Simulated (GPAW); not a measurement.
A computed N K-edge spectrum of one site in a crystal of N and Ta, with its zero at a photon energy of about 395.1 eV (raw 402.8 eV, less 7.8 eV of added terms; LDA puts this hole about 4 eV below PBE, itself good to a few eV). Method: GPAW, LDA, excited-electron core hole (neutral cell) in a small cell, dipole transitions, broadening that rises with energy, without spin-orbit coupling.

Energy from the lowest empty level; intensity scaled to a mean of 1 over the first 20 eV:

```csv
E (eV),intensity
-2.0,0.00
-1.5,0.00
-1.0,0.00
-0.5,0.07
0.0,0.55
0.5,1.47
1.0,2.10
1.5,2.23
2.0,2.27
2.5,2.36
3.0,2.41
3.5,2.22
4.0,1.93
4.5,1.77
5.0,1.50
5.5,1.13
6.0,0.81
6.5,0.55
7.0,0.49
7.5,0.61
8.0,0.68
8.5,0.72
9.0,0.73
9.5,0.70
10.0,0.73
10.5,0.86
11.0,0.94
11.5,0.90
12.0,0.77
12.5,0.66
13.0,0.63
13.5,0.65
14.0,0.67
14.5,0.64
15.0,0.60
15.5,0.57
16.0,0.58
16.5,0.60
17.0,0.61
17.5,0.58
18.0,0.53
18.5,0.46
19.0,0.40
19.5,0.34
20.0,0.31
20.5,0.31
21.0,0.34
21.5,0.37
22.0,0.41
22.5,0.44
23.0,0.45
23.5,0.46
24.0,0.47
24.5,0.47
25.0,0.49
25.5,0.50
26.0,0.53
26.5,0.57
27.0,0.62
27.5,0.68
28.0,0.74
28.5,0.78
29.0,0.80
29.5,0.80
30.0,0.78
30.5,0.76
31.0,0.74
31.5,0.73
32.0,0.75
```

What surroundings does the absorber have?

A K edge sees empty p states; the first features are N p mixed into the empty d states of the Ta neighbours, and the broad ones above probably into the cations' higher empty bands. It is atom 2 of TaN (P-6m2), with 6 Ta at 2.23 Å (trigonal prismatic, site symmetry -6m2). Its main maxima below 24 eV lie at 2.9 eV (2.41) and 11.1 eV (0.95). A near-edge spectrum doesn't fix the structure by itself; it is matched against candidates. The mesh is coarse (0.25 Å⁻¹ between points), so small maxima may be mesh ripples. The structure is a published determination, not relaxed.

[Banner, clock and machine lines of the logs are left out without a mark of their own.]

[Logs are printed without paths, hosts, clocks, repeated set-up lines and the standing remarks that a program may print on its own settings, such as how far it seeks lower states.]

[Hosts, paths, dates, database ids (printed as entryN), source tags and the programs' standing remarks are cut or masked in the printed files.]

[Lists of maxima count a maximum above −3 eV only where it reaches 4 % of the highest in the window and stands out from its surroundings by 2 % of it (1.5 % where it reaches 55 %); shoulders and weaker maxima are passed over, and of the rest the first, up to two pre-edge ones and the few strongest are named.]
